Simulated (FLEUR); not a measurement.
# MnCuAs: parallel and opposed starts, part 2 of 2

Aim: find out whether MnCuAs carries moments, and which collinear order costs least.

FLEUR MaX-R8.1; PBEsol; all-electron FLAPW, Dirac cores, scalar-relativistic bands.

So far. Step 2 (Start 1: ferro ++): After 28 cycles the largest moment stands at 3.54 μB.

### Step 3. Start 2: antiferro +-

Another pattern of signs weighs the neighbour shells otherwise.

File inp.xml:

```
<?xml version="1.0" encoding="UTF-8" standalone="no"?>
<fleurInput fleurInputVersion="0.39">
   <comment>
      MnCuAs
   </comment>
   <calculationSetup>
      <cutoffs Kmax="3.6" Gmax="10.8" GmaxXC="10.8" numbands="0"/>
      <scfLoop itmax="90" minDistance="0.00002" maxIterBroyd="15" imix="Anderson" alpha="0.05" precondParam="0.0" spinf="2.0" sdNocoIR="T"/>
      <coreElectrons ctail="T" frcor="F" kcrel="0" coretail_lmax="0"/>
      <xcFunctional name="PBEs" relativisticCorrections="F"/>
      <magnetism jspins="2"/>
      <soc l_soc="F" theta="0.0" phi="0.0" spav="F"/>
      <expertModes spex="0" secvar="F"/>
      <geometryOptimization l_f="F" forcealpha="1.0" forcemix="BFGS" epsdisp="0.00001" epsforce="0.00001"/>
      <ldaU l_linMix="F" mixParam="0.05" spinf="1.0"/>
   </calculationSetup>
   <cell>
      <bzIntegration valenceElectrons="82.0" mode="hist" fermiSmearingEnergy="0.00183747">
         <kPointListSelection listName="default-1"/>
         <xi:include xmlns:xi="http://www.w3.org/2001/XInclude" href="kpts.xml"> </xi:include>
      </bzIntegration>
      <xi:include xmlns:xi="http://www.w3.org/2001/XInclude" href="sym.xml"> </xi:include>
      <bulkLattice scale="1.0">
         <bravaisMatrix>
            <row-1>    6.9910247904225784     0.0000000000000000     0.0000000000000000</row-1>
            <row-2>    0.0000000000000000     6.9910247904225784     0.0000000000000000</row-2>
            <row-3>    0.0000000000000000     0.0000000000000000    12.1101624708613809</row-3>
         </bravaisMatrix>
      </bulkLattice>
   </cell>
   <atomSpecies>
      <species name="Manganese 3.502" element="Mn" atomicNumber="25">
         <mtSphere radius="2.29" gridPoints="757" logIncrement="0.016"/>
         <atomicCutoffs lmax="8" lnonsphr="6"/>
         <electronConfig flipSpins="F">
            <coreConfig>(1s1/2) (2s1/2) (2p1/2) (2p3/2)</coreConfig>
            <valenceConfig>(3s1/2) (3p1/2) (3p3/2) (4s1/2) (3d3/2) (3d5/2)</valenceConfig>
            <stateOccupation state="(3d3/2)" spinUp="1.251" spinDown="0.749"/>
            <stateOccupation state="(3d5/2)" spinUp="3.0" spinDown="0.0"/>
         </electronConfig>
         <energyParameters s="4" p="4" d="3" f="4"/>
         <lo type="SCLO" l="0" n="3" eDeriv="0"/>
         <lo type="SCLO" l="1" n="3" eDeriv="0"/>
      </species>
      <species name="Manganese -3.502" element="Mn" atomicNumber="25">
         <mtSphere radius="2.29" gridPoints="757" logIncrement="0.016"/>
         <atomicCutoffs lmax="8" lnonsphr="6"/>
         <electronConfig flipSpins="F">
            <coreConfig>(1s1/2) (2s1/2) (2p1/2) (2p3/2)</coreConfig>
            <valenceConfig>(3s1/2) (3p1/2) (3p3/2) (4s1/2) (3d3/2) (3d5/2)</valenceConfig>
            <stateOccupation state="(3d3/2)" spinUp="0.749" spinDown="1.251"/>
            <stateOccupation state="(3d5/2)" spinUp="0.0" spinDown="3.0"/>
         </electronConfig>
         <energyParameters s="4" p="4" d="3" f="4"/>
         <lo type="SCLO" l="0" n="3" eDeriv="0"/>
         <lo type="SCLO" l="1" n="3" eDeriv="0"/>
      </species>
      <species name="Copper (Cu)" element="Cu" atomicNumber="29">
         <mtSphere radius="2.43" gridPoints="803" logIncrement="0.015"/>
         <atomicCutoffs lmax="10" lnonsphr="8"/>
         <electronConfig flipSpins="F">
            <coreConfig>(1s1/2) (2s1/2) (2p1/2) (2p3/2) (3s1/2) (3p1/2) (3p3/2)</coreConfig>
            <valenceConfig>(4s1/2) (3d3/2) (3d5/2)</valenceConfig>
            <stateOccupation state="(4s1/2)" spinUp="0.500000" spinDown="0.500000"/>
         </electronConfig>
         <energyParameters s="4" p="4" d="3" f="4"/>
      </species>
      <species name="Arsenic (As)" element="As" atomicNumber="33">
         <mtSphere radius="2.29" gridPoints="757" logIncrement="0.016"/>
         <atomicCutoffs lmax="8" lnonsphr="6"/>
         <electronConfig flipSpins="F">
            <coreConfig>(1s1/2) (2s1/2) (2p1/2) (2p3/2) (3s1/2) (3p1/2) (3p3/2)</coreConfig>
            <valenceConfig>(4s1/2) (3d3/2) (3d5/2) (4p1/2) (4p3/2)</valenceConfig>
            <stateOccupation state="(4p1/2)" spinUp="0.500000" spinDown="0.500000"/>
            <stateOccupation state="(4p3/2)" spinUp="1.000000" spinDown="1.000000"/>
         </electronConfig>
         <energyParameters s="4" p="4" d="3" f="4"/>
      </species>
   </atomSpecies>
   <atomGroups>
      <atomGroup species="Manganese 3.502">
         <relPos label="                   1">.0000000000 1.000/2.000 .1640200000</relPos>
         <force calculate="T" relaxXYZ="TTT"/>
      </atomGroup>
      <atomGroup species="Manganese -3.502">
         <relPos label="                   2">1.000/2.000 .0000000000 -.1640200000</relPos>
         <force calculate="T" relaxXYZ="TTT"/>
      </atomGroup>
      <atomGroup species="Copper (Cu)">
         <relPos label="                   3">.0000000000 .0000000000 1.000/2.000</relPos>
         <relPos label="                   4">1.000/2.000 1.000/2.000 1.000/2.000</relPos>
         <force calculate="T" relaxXYZ="TTT"/>
      </atomGroup>
      <atomGroup species="Arsenic (As)">
         <relPos label="                   5">.0000000000 1.000/2.000 -.2237540000</relPos>
         <force calculate="T" relaxXYZ="TTT"/>
      </atomGroup>
      <atomGroup species="Arsenic (As)">
         <relPos label="                   6">1.000/2.000 .0000000000 .2237540000</relPos>
         <force calculate="T" relaxXYZ="TTT"/>
      </atomGroup>
   </atomGroups>
   <output dos="F" band="F" slice="F">
      <bandDOS minEnergy="-.5*Htr" maxEnergy="0.5*Htr" sigma="0.015" storeEVData="T"/>
      <plotting iplot="0" polar="F">
         <plot TwoD="T" vec1="  1.0  0.0  0.0" vec2="  0.0  1.0  0.0" vec3="  0.0  0.0  1.0" zero="  0.0  0.0  0.0" file="plot"/>
      </plotting>
      <moessbauerParams electricFieldGradient="F" isomerShift="F" coreHyperfine="F" valenceHyperfine="F"/>
   </output>
</fleurInput>
```

File crystal.txt:

```
MnCuAs
&input film=F cartesian=F /
3.69949100000  0.00000000000  0.00000000000
0.00000000000  3.69949100000  0.00000000000
0.00000000000  0.00000000000  6.40842200000
1.8897261246
1.0 1.0 1.0

6
25 0.00000000000  0.50000000000  0.16402000000 : 3.502
25 0.50000000000  0.00000000000  0.83598000000 : -3.502
29 0.00000000000  0.00000000000  0.50000000000
29 0.50000000000  0.50000000000  0.50000000000
33 0.00000000000  0.50000000000  0.77624600000
33 0.50000000000  0.00000000000  0.22375400000

&kpt div1=8 div2=8 div3=4 gamma=T /
```

The run is started by

```console
$ OMP_NUM_THREADS=1 inpgen -f crystal.txt > inpgen.log  # inp.xml is then edited as shown
$ OMP_NUM_THREADS=1 mpirun -n 4 fleur_MPI > fleur.log
```

Output:

```text
[banner, memory and clock lines left out]
Welcome to FLEUR        (www.flapw.de)
      MaX-Release 8.1          (www.max-centre.eu)

 ========== k-point set info ==========
 Selected k-point list: default-1
 k-point list type: mesh
 0 x 0 x 0
 Number of k points: 48

 ------------Calculation Setup---------------------------
 Number of PE/node        :            4
 Number of OMP-threads    :            1
 k-points in parallel     :            4
 pe's per k-point         :            1
 No of k-point loops      :           12
 Eigenvalue solver        :       lapack
 Number of basis functions:          528
 Approximate size of matrices (H+S) per k-point:         0.008 GB
 Iteration:     1   Distance:      70.02943729 me/bohr^3
 Iteration:     2   Distance:       9.94232137 me/bohr^3
 Iteration:     3   Distance:       7.68483784 me/bohr^3
 Iteration:     4   Distance:       4.63248455 me/bohr^3
 Iteration:     5   Distance:       4.02030117 me/bohr^3
 Iteration:     6   Distance:       6.06746594 me/bohr^3
 Iteration:     7   Distance:       2.04909705 me/bohr^3
 Iteration:     8   Distance:       1.30575935 me/bohr^3
 Iteration:     9   Distance:       1.91917542 me/bohr^3
 Iteration:    10   Distance:       1.03934444 me/bohr^3
 Iteration:    11   Distance:       0.39150786 me/bohr^3
 Iteration:    12   Distance:       0.26205021 me/bohr^3
 Iteration:    13   Distance:       0.20816244 me/bohr^3
 Iteration:    14   Distance:       0.06796268 me/bohr^3
 Iteration:    15   Distance:       0.05549272 me/bohr^3
 Iteration:    16   Distance:       0.05229962 me/bohr^3
 Iteration:    17   Distance:       0.04645134 me/bohr^3
 Iteration:    18   Distance:       0.00817311 me/bohr^3
 Iteration:    19   Distance:       0.00439788 me/bohr^3
 Iteration:    20   Distance:       0.00972594 me/bohr^3
 Iteration:    21   Distance:       0.00168381 me/bohr^3
 Iteration:    22   Distance:       0.00045567 me/bohr^3
 Iteration:    23   Distance:       0.00047702 me/bohr^3
 Iteration:    24   Distance:       0.00022863 me/bohr^3
 Iteration:    25   Distance:       0.00007518 me/bohr^3
 Iteration:    26   Distance:       0.00006035 me/bohr^3
 Iteration:    27   Distance:       0.00001454 me/bohr^3

 ********************************************************************
 Run finished successfully
 Stop message:
   all done
 ********************************************************************

--- out.xml (last complete iteration) ---
<iteration numberForCurrentRun="   27" overallNumber="   27">
         [... left out ...]
         <bandgap value="-0.0000000019" units="eV"/>
         <sumValenceSingleParticleEnergies value="-39.2525407847" units="Htr"/>
         <FermiEnergy value="0.3391374436" units="Htr"/>
         <valenceDensity>
            <mtCharges spin="1">
               <mtCharge atomType="1" total="8.5282151" s="1.1313855" p="3.1240488" d="4.2639102" f="0.0076182"/>
               <mtCharge atomType="2" total="4.9877455" s="1.0976066" p="3.0899793" d="0.7914360" f="0.0073422"/>
               <mtCharge atomType="3" total="5.2005935" s="0.2355667" p="0.2548820" d="4.6934250" f="0.0132605"/>
               <mtCharge atomType="4" total="6.6401816" s="0.6642514" p="0.9581916" d="5.0077702" f="0.0079826"/>
               <mtCharge atomType="5" total="6.6340339" s="0.6748992" p="0.9368344" d="5.0104217" f="0.0094212"/>
            </mtCharges>
            <mtCharges spin="2">
               <mtCharge atomType="1" total="4.9877455" s="1.0976066" p="3.0899793" d="0.7914360" f="0.0073422"/>
               <mtCharge atomType="2" total="8.5282151" s="1.1313855" p="3.1240488" d="4.2639102" f="0.0076182"/>
               <mtCharge atomType="3" total="5.2005935" s="0.2355667" p="0.2548820" d="4.6934250" f="0.0132605"/>
               <mtCharge atomType="4" total="6.6340339" s="0.6748992" p="0.9368344" d="5.0104217" f="0.0094212"/>
               <mtCharge atomType="5" total="6.6401816" s="0.6642514" p="0.9581916" d="5.0077702" f="0.0079826"/>
            </mtCharges>
            <spinDependentCharge spin="1" total="41.0000000" interstitial="3.8086370" mtSpheres="37.1913630"/>
            <spinDependentCharge spin="2" total="41.0000000" interstitial="3.8086370" mtSpheres="37.1913630"/>
            <totalCharge value="82.0000000000"/>
         </valenceDensity>
         [... left out ...]
         <magneticMomentsInMTSpheres units="muBohr">
            <globalMagMoment atomType="1" vec="0.00000   0.00000   3.54047"/>
            <localMagMoment atomType="1" vec="0.00000   0.00000   3.54047"/>
            <globalMagMoment atomType="2" vec="0.00000   0.00000  -3.54047"/>
            <localMagMoment atomType="2" vec="0.00000   0.00000  -3.54047"/>
            <globalMagMoment atomType="3" vec="0.00000   0.00000   0.00000"/>
            <localMagMoment atomType="3" vec="0.00000   0.00000   0.00000"/>
            <globalMagMoment atomType="4" vec="0.00000   0.00000   0.00615"/>
            <localMagMoment atomType="4" vec="0.00000   0.00000   0.00615"/>
            <globalMagMoment atomType="5" vec="0.00000   0.00000  -0.00615"/>
            <localMagMoment atomType="5" vec="0.00000   0.00000  -0.00615"/>
         </magneticMomentsInMTSpheres>
         [... left out ...]
         <totalEnergy value="   -10141.4817517550" units="Htr">
            <sumOfEigenvalues value="    -5835.3956121356">
               <coreElectrons value="-5796.1430713509"/>
               <valenceElectrons value="-39.2525407847"/>
            </sumOfEigenvalues>
            <densityCoulombPotentialIntegral value="-15639.7746358909"/>
            <densityEffectivePotentialIntegral value="-16163.6553137440"/>
            <chargeDenXCDenIntegral value="-399.6231084307"/>
            <FockExchangeEnergyValence value="0.0000000000"/>
            <FockExchangeEnergyCore value="0.0000000000"/>
         [... left out ...]
            <tkbTimesEntropy value="0.0004321304"/>
            <freeEnergy value="-10141.4821838854"/>
            <extrapolationTo0K value="-10141.4819678202"/>
         </totalEnergy>
         <densityConvergence units="me/bohr^3">
            <chargeDensity spin="1" distance="0.0000083157"/>
            <chargeDensity spin="2" distance="0.0000083120"/>
            <overallChargeDensity distance="0.0000145448"/>
            <spinDensity distance="0.0000080579"/>
         </densityConvergence>
      </iteration>
```

Elapsed: 92 s, on 4 MPI ranks of Intel Xeon 6975P-C (Granite Rapids), shared host; peak memory 0.52 GiB; 6.1 min of CPU time.

Spin moment in the muffin-tin sphere by atom:

```csv
atom,spin moment in the muffin-tin sphere (μB)
Mn1,3.54
Mn2,-3.54
Cu3,0.00
Cu4,0.00
As5,0.01
As6,-0.01
```

Numbers from this step:

```yaml
free_energy: -275963.7888 eV
magnetization: 0 μB
final_state: antiferromagnetic
```

It lies 167 meV a seeded atom under the first start, and its largest moment is 3.54 μB against 3.54 μB.

### Step 4. Order 3, typed as no spin polarisation

A spinless run gives the zero against which the gain from the moments is read.

Changes to inp.xml since step 3:

```diff
@@ -10,3 +10,3 @@
       <xcFunctional name="PBEs" relativisticCorrections="F"/>
-      <magnetism jspins="2"/>
+      <magnetism jspins="1"/>
       <soc l_soc="F" theta="0.0" phi="0.0" spav="F"/>
@@ -31,3 +31,3 @@
    <atomSpecies>
-      <species name="Manganese 3.502" element="Mn" atomicNumber="25">
+      <species name="Manganese (Mn)" element="Mn" atomicNumber="25">
          <mtSphere radius="2.29" gridPoints="757" logIncrement="0.016"/>
@@ -37,17 +37,4 @@
             <valenceConfig>(3s1/2) (3p1/2) (3p3/2) (4s1/2) (3d3/2) (3d5/2)</valenceConfig>
-            <stateOccupation state="(3d3/2)" spinUp="1.251" spinDown="0.749"/>
-            <stateOccupation state="(3d5/2)" spinUp="3.0" spinDown="0.0"/>
-         </electronConfig>
-         <energyParameters s="4" p="4" d="3" f="4"/>
-         <lo type="SCLO" l="0" n="3" eDeriv="0"/>
-         <lo type="SCLO" l="1" n="3" eDeriv="0"/>
-      </species>
-      <species name="Manganese -3.502" element="Mn" atomicNumber="25">
-         <mtSphere radius="2.29" gridPoints="757" logIncrement="0.016"/>
-         <atomicCutoffs lmax="8" lnonsphr="6"/>
-         <electronConfig flipSpins="F">
-            <coreConfig>(1s1/2) (2s1/2) (2p1/2) (2p3/2)</coreConfig>
-            <valenceConfig>(3s1/2) (3p1/2) (3p3/2) (4s1/2) (3d3/2) (3d5/2)</valenceConfig>
-            <stateOccupation state="(3d3/2)" spinUp="0.749" spinDown="1.251"/>
-            <stateOccupation state="(3d5/2)" spinUp="0.0" spinDown="3.0"/>
+            <stateOccupation state="(3d3/2)" spinUp="1.000000" spinDown="1.000000"/>
+            <stateOccupation state="(3d5/2)" spinUp="1.500000" spinDown="1.500000"/>
          </electronConfig>
@@ -80,8 +67,5 @@
    <atomGroups>
-      <atomGroup species="Manganese 3.502">
-         <relPos label="                   1">.0000000000 1.000/2.000 .1640200000</relPos>
-         <force calculate="T" relaxXYZ="TTT"/>
-      </atomGroup>
-      <atomGroup species="Manganese -3.502">
-         <relPos label="                   2">1.000/2.000 .0000000000 -.1640200000</relPos>
+      <atomGroup species="Manganese (Mn)">
+         <relPos label="                   1">-1.000/4.000 1.000/4.000 .1640200000</relPos>
+         <relPos label="                   2">1.000/4.000 -1.000/4.000 -.1640200000</relPos>
          <force calculate="T" relaxXYZ="TTT"/>
@@ -89,4 +73,4 @@
       <atomGroup species="Copper (Cu)">
-         <relPos label="                   3">.0000000000 .0000000000 1.000/2.000</relPos>
-         <relPos label="                   4">1.000/2.000 1.000/2.000 1.000/2.000</relPos>
+         <relPos label="                   3">-1.000/4.000 -1.000/4.000 1.000/2.000</relPos>
+         <relPos label="                   4">1.000/4.000 1.000/4.000 1.000/2.000</relPos>
          <force calculate="T" relaxXYZ="TTT"/>
@@ -94,7 +78,4 @@
       <atomGroup species="Arsenic (As)">
-         <relPos label="                   5">.0000000000 1.000/2.000 -.2237540000</relPos>
-         <force calculate="T" relaxXYZ="TTT"/>
-      </atomGroup>
-      <atomGroup species="Arsenic (As)">
-         <relPos label="                   6">1.000/2.000 .0000000000 .2237540000</relPos>
+         <relPos label="                   5">-1.000/4.000 1.000/4.000 -.2237540000</relPos>
+         <relPos label="                   6">1.000/4.000 -1.000/4.000 .2237540000</relPos>
          <force calculate="T" relaxXYZ="TTT"/>
```

Changes to crystal.txt since step 3:

```diff
@@ -9,4 +9,4 @@
 6
-25 0.00000000000  0.50000000000  0.16402000000 : 3.502
-25 0.50000000000  0.00000000000  0.83598000000 : -3.502
+25 0.00000000000  0.50000000000  0.16402000000
+25 0.50000000000  0.00000000000  0.83598000000
 29 0.00000000000  0.00000000000  0.50000000000
```

Output:

```text
[banner, memory and clock lines left out]
Welcome to FLEUR        (www.flapw.de)
      MaX-Release 8.1          (www.max-centre.eu)

 ========== k-point set info ==========
 Selected k-point list: default-1
 k-point list type: mesh
 0 x 0 x 0
 Number of k points: 48

 [... set-up left out ...]
 Iteration:     1   Distance:     106.20201621 me/bohr^3
 Iteration:     2   Distance:      25.58529596 me/bohr^3
 Iteration:     3   Distance:      16.15861404 me/bohr^3
 Iteration:     4   Distance:       7.62045392 me/bohr^3
 Iteration:     5   Distance:       6.88835153 me/bohr^3
[...]
<FermiEnergy value="0.3166965013" units="Htr"/>
         [... left out ...]
         <totalEnergy value="   -10141.3910503536" units="Htr">
            <sumOfEigenvalues value="    -5836.9534770338">
               <coreElectrons value="-5797.4157462290"/>
               <valenceElectrons value="-39.5377308048"/>
            </sumOfEigenvalues>
         [... left out ...]
            <freeEnergy value="-10141.3961317745"/>
            <extrapolationTo0K value="-10141.3935910641"/>
         </totalEnergy>
         <densityConvergence units="me/bohr^3">
            <chargeDensity spin="1" distance="0.0000123752"/>
         </densityConvergence>
      </iteration>
```

It took 25 s on 4 MPI ranks; peak memory 0.28 GiB.

This step gave:

| Property | Result |
| --- | --- |
| free energy | -275961.4472 eV |
| program's band gap on this mesh (in a metal only a level spacing) | 0.002613 eV |
| final state | non-magnetic (no spin polarisation) |

It lies 1004 meV a seeded atom over the first start.

### Step 5. The states side by side

Free energies are divided by the number of seeded atoms.

Orders:

```csv
start,final state,typed order kept,energy over the lowest (meV a seeded atom),largest sphere moment (μB),net moment (μB a primitive cell),mesh matched,CPU time (s)
ferro ++,ferromagnetic,yes,167,3.545,7.44,yes,212.6
antiferro +-,antiferromagnetic,yes,0,3.54,0,yes,365.3
no spin polarisation,non-magnetic,-,1171,0,0,yes,99.65
```

### Step 6. What came out

```
lowest state found                 : antiferromagnetic (typed antiferro +-)
largest site spin moment           : 3.54 μB
next finished state                : ferromagnetic, 167 meV a seeded atom higher
energy gained by spin polarisation : 1171 meV a seeded atom
```

In words: The lowest state found is antiferromagnetic, reached from the start antiferro +-, with moments up to 3.54 μB. The next finished state costs 167 meV a seeded atom. Forming the largest moments gains far more than ordering them, so they should outlast the ordering temperature. Only 3 starts were tried; other patterns of signs, canted and longer-period orders were not.

[Logs and program files are shortened in this print: banners, set-up blocks, solver, clock and traceback lines can be left out without a mark of their own.]

[Logs are printed without paths, hosts, clocks, repeated set-up lines and the standing remarks that a program may print on its own settings, such as how far it seeks lower states.]

[Hosts, paths, dates, database ids (printed as entryN), source tags and the programs' standing remarks are cut or masked in the printed files.]

[Where a cell is said to come from a database of computed structures, the database is the Materials Project.]
